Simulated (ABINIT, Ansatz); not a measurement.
**PbO (P4/nmm): one start, several treatments of the self-energy**

How much does the gap of PbO (P4/nmm) depend on the approximation to the self-energy?

Main program and level: ABINIT 10.8.3; PBE and many-body steps on it, plane waves.

Report form: the programs' logs are mostly left out.

The database entry behind the starting cell differs from later determinations by our own check (c about 1 % long), so it need not match the best structure at ambient conditions.

### Step 1. Starting point

The structure is tetragonal, space group P4/nmm (No. 129). Conventional cell: a = 3.975 Å, b = 3.975 Å, c = 5.023 Å, α = 90.00°, β = 90.00°, γ = 90.00°. Pb has 4 O at 2.32 Å nearest. Nearest to O lie 4 Pb at 2.32 Å. Farther neighbours and most contacts between anions are not listed.

The cell and positions come from the Crystallography Open Database and are kept as given unless a step says otherwise. Spin-orbit coupling is left out unless a step names it.

### Step 2. Empty states on the mesh, 4×4×4 mesh, 264 bands

This step: ABINIT 10.8.3; DFT, PBE, plane waves, norm-conserving pseudopotentials.

The sums over transitions need many empty states on a uniform mesh; this step solves for them.

run.abi reads:

```
acell 3*1.0 Angstrom
rprim 
  3.974800000000 0.000000000000 0.000000000000
  0.000000000000 3.974800000000 0.000000000000
  0.000000000000 0.000000000000 5.022700000000
ntypat 2
znucl 82 8
natom 4
typat 1 1 2 2
xred 
  0.000000000000 0.500000000000 0.238514000000
  0.500000000000 0.000000000000 0.761486000000
  0.000000000000 0.000000000000 0.000000000000
  0.500000000000 0.500000000000 0.000000000000
pp_dirpath "pseudos"
pseudos "Pb.upf, O.upf"
ecut 36
ngkpt 4 4 4
nshiftk 1
shiftk 0 0 0
kptopt 1
chksymbreak 0
irdden 1
istwfk *1
nband 264
prtvol 0
optdriver 6
gwr_task "HDIAGO"
paral_kgb 0
occopt 1
indata_prefix "in"
outdata_prefix "out"
tmpdata_prefix "tmp"
```

Command:

```bash
$ OMP_NUM_THREADS=1 mpirun -n 8 abinit run.abi > log
```

Elapsed: 4.9 min, on 8 MPI ranks of Arm Neoverse V2, shared host; peak memory 14 GiB; 39 min of CPU time.

Numbers from this step:

| Property | Result |
| --- | --- |
| gap | 1.154 eV |
| k of the valence top | 0, 0, 0 |
| k of the conduction bottom | 0.5, 0.5, 0 |
| least direct gap | 2.145 eV |
| k points computed | 18 |
| lowest point of the top converged band, above the valence top | 110.1637 eV |

On this mesh the gap is 1.154 eV.

The density comes from a self-consistent run that is not shown.

### Step 3. Screening, 4×4×4 mesh, 116 bands, screening to 141.5 eV

The RPA dielectric matrix is built and inverted for each q.

This step: RPA screening on PBE, plane waves, norm-conserving pseudopotentials.

run.abi: that of step 2 with these lines changed.

```diff
@@ -22,10 +22,11 @@
 chksymbreak 0
-irdden 1
 istwfk *1
-nband 264
-prtvol 0
-optdriver 6
-gwr_task "HDIAGO"
-paral_kgb 0
 occopt 1
+irdwfk 1
+optdriver 3
+nband 116
+ecuteps 5.2
+inclvkb 2
+awtr 1
+symchi 1
 indata_prefix "in"
```

Elapsed: 99 s, on 8 MPI ranks; peak memory 3.5 GiB; 13 min of CPU time.

Numbers from this step:

| Property | Result |
| --- | --- |
| ε∞ with local fields, on this mesh, along the program's q direction | 6.316 |
| the same without local fields | 7.253 |
| plasma frequency | 26.36 eV |
| plane waves in the screening matrix | 293 |

Local fields lower ε∞ by 13 %. On a Γ-centred mesh this coarse the value itself is usually too large, while a short band sum pulls it down.

### Step 4. G0W0, Godby-Needs plasmon pole

The self-energy is evaluated for the states that the input lists, and the levels follow from it, in one-shot runs by the linearised quasiparticle equation.

This step: G0W0 on PBE, plane waves, norm-conserving pseudopotentials.

run.abi: that of step 3 with these lines changed.

```diff
@@ -25,8 +25,17 @@
 irdwfk 1
-optdriver 3
+optdriver 4
 nband 116
+gwcalctyp 0
+ecutsigx 36
+symsigma 1
+nkptgw 2
+kptgw 
+  0.0000000000 0.0000000000 0.0000000000
+  0.5000000000 0.5000000000 0.0000000000
+bdgw 
+  18 22
+  19 22
 ecuteps 5.2
-inclvkb 2
-awtr 1
-symchi 1
+irdscr 1
+ppmodel 1
 indata_prefix "in"
```

The job ended after 12 s (8 MPI ranks; peak memory 2.9 GiB; 95 s of CPU time).

Numbers from this step:

- G0W0 gap on the points computed: 1.201 eV
- starting gap on the mesh: 1.154 eV
- k of the valence top: 0, 0, 0
- k of the conduction bottom: 0.5, 0.5, 0
- Z at the valence top: 0.785
- Z at the conduction bottom: 0.833
- least direct G0W0 gap on the computed points: 1.882 eV

The gap on the mesh goes from 1.15 eV to 1.20 eV, a correction of +0.05 eV.

### Step 5. G0W0, von der Linden-Horsch plasmon pole

run.abi: that of step 4 with these lines changed.

```diff
@@ -39,3 +39,3 @@
 irdscr 1
-ppmodel 1
+ppmodel 3
 indata_prefix "in"
```

It took 8.2 s on 8 MPI ranks; peak memory 1.9 GiB.

This step gave:

```
G0W0 gap on the points computed              : 1.065 eV
starting gap on the mesh                     : 1.154 eV
k of the valence top                         : 0, 0, 0
k of the conduction bottom                   : 0.5, 0.5, 0
Z at the valence top                         : 0.847
Z at the conduction bottom                   : 0.888
least direct G0W0 gap on the computed points : 1.661 eV
```

Against G0W0 in ABINIT (4×4×4 mesh, 116 bands, screening to 141.5 eV, Godby-Needs plasmon pole), the gap moves by −0.136 eV.

### Step 6. G0W0, Hybertsen-Louie plasmon pole

run.abi: that of step 5 with these lines changed.

```diff
@@ -39,3 +39,3 @@
 irdscr 1
-ppmodel 3
+ppmodel 2
 indata_prefix "in"
```

Wall time 12 s (8 MPI ranks); peak memory 2.7 GiB.

This step gave:

```yaml
g0w0_gap_on_the_points_computed: 1.216 eV
starting_gap_on_the_mesh: 1.154 eV
k_of_the_valence_top: 0, 0, 0
k_of_the_conduction_bottom: 0.5, 0.5, 0
least_direct_g0w0_gap_on_the_computed_points: 2.043 eV
```

Against G0W0 in ABINIT (4×4×4 mesh, 116 bands, screening to 141.5 eV, Godby-Needs plasmon pole), the gap moves by +0.015 eV.

### Step 7. One-shot COHSEX

This step: one-shot COHSEX on PBE, plane waves, norm-conserving pseudopotentials.

run.abi: that of step 6 with these lines changed.

```diff
@@ -27,3 +27,3 @@
 nband 116
-gwcalctyp 0
+gwcalctyp 7
 ecutsigx 36
@@ -39,3 +39,2 @@
 irdscr 1
-ppmodel 2
 indata_prefix "in"
```

It took 3.6 s on 8 MPI ranks; peak memory 2.2 GiB.

This step gave:

```
quasiparticle gap on the points computed              : 2.261 eV
starting gap on the mesh                              : 1.154 eV
k of the valence top                                  : 0, 0, 0
k of the conduction bottom                            : 0.5, 0.5, 0
least direct quasiparticle gap on the computed points : 3.127 eV
```

Against G0W0 in ABINIT (4×4×4 mesh, 116 bands, screening to 141.5 eV, Godby-Needs plasmon pole), the gap moves by +1.060 eV.

### Step 8. One-shot Hartree-Fock

This step: one-shot Hartree-Fock on PBE, plane waves, norm-conserving pseudopotentials.

run.abi: that of step 7 with these lines changed.

```diff
@@ -26,4 +26,4 @@
 optdriver 4
-nband 116
-gwcalctyp 7
+nband 24
+gwcalctyp 5
 ecutsigx 36
@@ -37,4 +37,4 @@
   19 22
-ecuteps 5.2
-irdscr 1
+ixc_sigma 40
+fftgw 31
 indata_prefix "in"
```

The job ended after 3.3 s (8 MPI ranks; peak memory 2 GiB).

Numbers from this step:

| Quantity | Value |
| --- | --- |
| quasiparticle gap on the points computed | 6.617 eV |
| starting gap on the mesh | 1.154 eV |
| k of the valence top | 0, 0, 0 |
| k of the conduction bottom | 0.5, 0.5, 0 |
| least direct quasiparticle gap on the computed points | 8.18 eV |

Against G0W0 in ABINIT (4×4×4 mesh, 116 bands, screening to 141.5 eV, Godby-Needs plasmon pole), the gap moves by +5.416 eV.

### Step 9. Screening, 4×4×4 mesh, 116 bands, screening to 141.5 eV

This step: RPA screening on PBE, plane waves, norm-conserving pseudopotentials.

run.abi: that of step 8 with these lines changed.

```diff
@@ -25,16 +25,14 @@
 irdwfk 1
-optdriver 4
-nband 24
-gwcalctyp 5
-ecutsigx 36
-symsigma 1
-nkptgw 2
-kptgw 
-  0.0000000000 0.0000000000 0.0000000000
-  0.5000000000 0.5000000000 0.0000000000
-bdgw 
-  18 22
-  19 22
-ixc_sigma 40
-fftgw 31
+optdriver 3
+nband 116
+ecuteps 5.2
+inclvkb 2
+awtr 1
+symchi 1
+gwcalctyp 2
+nfreqre 16
+freqremax 40 eV
+nfreqim 8
+spmeth 1
+nomegasf 120
 indata_prefix "in"
```

The job ended after 2.8 min (8 MPI ranks; peak memory 4.3 GiB; 22 min of CPU time).

This step gave:

| Property | Result |
| --- | --- |
| ε∞ with local fields, on this mesh, along the program's q direction | 6.358 |
| the same without local fields | 7.303 |
| plasma frequency | 26.36 eV |
| plane waves in the screening matrix | 293 |

### Step 10. G0W0, contour deformation

This step: G0W0 on PBE, plane waves, norm-conserving pseudopotentials.

run.abi: that of step 9 with these lines changed.

```diff
@@ -25,14 +25,17 @@
 irdwfk 1
-optdriver 3
+optdriver 4
 nband 116
+gwcalctyp 2
+ecutsigx 36
+symsigma 1
+nkptgw 2
+kptgw 
+  0.0000000000 0.0000000000 0.0000000000
+  0.5000000000 0.5000000000 0.0000000000
+bdgw 
+  18 22
+  19 22
 ecuteps 5.2
-inclvkb 2
-awtr 1
-symchi 1
-gwcalctyp 2
-nfreqre 16
-freqremax 40 eV
-nfreqim 8
-spmeth 1
-nomegasf 120
+irdscr 1
+gwmem 01
 indata_prefix "in"
```

The job ended after 11 s (8 MPI ranks; peak memory 2.2 GiB; 89 s of CPU time).

This step gave:

| Property | Result |
| --- | --- |
| G0W0 gap on the points computed | 1.346 eV |
| starting gap on the mesh | 1.154 eV |
| k of the valence top | 0, 0, 0 |
| k of the conduction bottom | 0.5, 0.5, 0 |
| least direct G0W0 gap on the computed points | 2.025 eV |

Against G0W0 in ABINIT (4×4×4 mesh, 116 bands, screening to 141.5 eV, Godby-Needs plasmon pole), the gap moves by +0.145 eV.

### Step 11. The runs together

Times are wall times on 8 MPI ranks of Arm Neoverse V2, shared host, good to a factor of about two. A run's time includes the screening step that it read.

| run | mesh | bands | screening cutoff (eV) | DFT gap (eV) | gap on the mesh (eV) | direct (eV) | ε∞ used | time |
| --- | --- | --- | --- | --- | --- | --- | --- | --- |
| G0W0, Godby-Needs plasmon pole | 4×4×4 | 116 | 141.5 | 1.154 | 1.201 | 1.882 | 6.32 | 1.9 min |
| G0W0, von der Linden-Horsch plasmon pole | 4×4×4 | 116 | 141.5 | 1.154 | 1.065 | 1.661 | 6.32 | 1.8 min |
| G0W0, Hybertsen-Louie plasmon pole | 4×4×4 | 116 | 141.5 | 1.154 | 1.216 | 2.043 | 6.32 | 1.9 min |
| one-shot COHSEX | 4×4×4 | 116 | 141.5 | 1.154 | 2.261 | 3.127 | 6.32 | 1.7 min |
| one-shot Hartree-Fock | 4×4×4 | - | - | 1.154 | 6.617 | 8.180 | - | 3.3 s |
| G0W0, contour deformation | 4×4×4 | 116 | 141.5 | 1.154 | 1.346 | 2.025 | 6.36 | 3 min |

### Step 12. Summary of results

```
G0W0, Godby-Needs plasmon pole           : 1.201 eV
G0W0, von der Linden-Horsch plasmon pole : 1.065 eV
G0W0, Hybertsen-Louie plasmon pole       : 1.216 eV
one-shot COHSEX                          : 2.261 eV
one-shot Hartree-Fock                    : 6.617 eV
G0W0, contour deformation                : 1.346 eV
known limits                             : not at the basis limit; exchange with frozen shells missing; no spin-orbit coupling; coarse k mesh
```

In words: G0W0, von der Linden-Horsch plasmon pole: −0.136 eV against G0W0, Godby-Needs plasmon pole. G0W0, Hybertsen-Louie plasmon pole: +0.015 eV against G0W0, Godby-Needs plasmon pole. One-shot COHSEX: +1.060 eV against G0W0, Godby-Needs plasmon pole. One-shot Hartree-Fock: +5.416 eV against G0W0, Godby-Needs plasmon pole. G0W0, contour deformation: +0.145 eV against G0W0, Godby-Needs plasmon pole. Bare exchange alone opens the gap to 6.62 eV; against G0W0, correlation takes back 5.42 eV. Static COHSEX lies above G0W0: it lacks the factor Z and overstates the Coulomb hole of the filled states. Bands and cutoff are finite, so the gap is not at the basis limit. The miss can reach some tenths of an eV and take either sign; the mesh is an error of its own. In the first G0W0 run levels were corrected at 2 k points alone, so a gap called «on the mesh» is the least over those, and an edge elsewhere would be missed. The 4×4×4 mesh is coarse for this cell, which bears on the long-range parts of exchange and screening. Where an edge is built on 6p states of lead, bismuth or thallium, scalar-relativistic gaps usually stand too wide, by a few tenths to over one eV. The norm-conserving file of at least one element keeps a d shell over frozen s and p shells of the same row. Exchange with those shells is missing from the self-energy, an error of 0.3 to 0.9 eV in cases checked, whose sign depends on which edge lies on those atoms. The many-body steps are scalar-relativistic: spin-orbit coupling is not in them.

[Paths, hosts, dates, memory and timing lines, banners, echoed tables and standing remarks are left out of the program output.]

[Logs are printed without paths, hosts, clocks, repeated set-up lines and the standing remarks that a program may print on its own settings, such as how far it seeks lower states.]

[Runs of the session that timed out or met a known fault of the program may be left out.]

[No measured gap is set beside runs whose start may be inverted or whose files or cutoffs have a known fault.]

[Hosts, paths, dates, database ids (printed as entryN), source tags and the programs' standing remarks are cut or masked in the printed files.]

[G0W0 gaps are taken among the corrected bands and points alone; a level outside them can change the order at an edge.]

[Where Ansatz stands beside ABINIT at settings called matched, ABINIT's density can come from a denser mesh and the files from another edition; pairs whose starting gaps differed by over 0.03 eV were left out, so agreement reads better than it is.]
